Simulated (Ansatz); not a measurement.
Ag (Fm-3m): the Drude term of Re ε in the infrared

Re ε of Ag (Fm-3m) at low photon energies is read from one computed spectrum; the carriers' damping was typed as γ = 0.05 eV.

Cell: a, b, c = 2.889, 2.889, 2.889 Å (primitive vectors), 1 atoms.

Method: Ansatz 0.2.0, PBE, independent particles, k-mesh 18×18×18 with interpolation inside its cells, Gaussian parameter 0.1 eV.

Launch of the response step: `ansatz run input.yaml --threads 4 --pin off --max-ram 8192MiB --backend cpu --events-out ev --progress --plain --runs-dir out`. The run took 8 s, on 4 threads of Arm Neoverse V1, with other jobs on the host.

```tsv
photon energy E (eV)	wavelength (µm)	Re ε
0.25	4.96	?
0.30	4.13	-898.8
0.35	3.54	-663.8
0.40	3.10	-509.4
0.50	2.48	-326.0
0.60	2.07	-225.5
0.70	1.77	-164.6
```

A Drude term over a constant background gives Re ε = ε_b − ωp²/(E² + γ²), linear in 1/(E² + γ²).

Working, on the rows shown:

| x = 1/(E² + γ²) (eV⁻²) | y = Re ε |
| --- | --- |
| 10.8108 | -898.8 |
| 8 | -663.8 |
| 6.15385 | -509.4 |
| 3.9604 | -326 |
| 2.75862 | -225.5 |
| 2.03046 | -164.6 |

Means: x̄ = 5.619, ȳ = -464.68. Σ(x − x̄)(y − ȳ) = -4743, Σ(x − x̄)² = 56.72. Slope = -4743 / 56.72 = -83.62; intercept = ȳ − slope · x̄ = 5.1728. The line misses the rows shown by at most 0.022.

Fill in the last column of the withheld row.

At x = 15.385 the line gives y = -1281.3. The run gave -1281.2, so the extrapolation is off by 0.071, 0.0 % of the range in the table.

Refitted with all rows, the slope is -83.61 and the intercept 5.1528. These give ωp = √(−slope) = 9.14 eV, against 9.14 eV from the program's Fermi-surface sum, and a background ε_b = 5.2 from interband transitions. The values come from a sum over the points of one k-mesh and carry its error, which is largest for Fermi-surface quantities. Spin-orbit coupling is left out.

[Logs are printed without paths, hosts, clocks, repeated set-up lines and the standing remarks that a program may print on its own settings, such as how far it seeks lower states.]
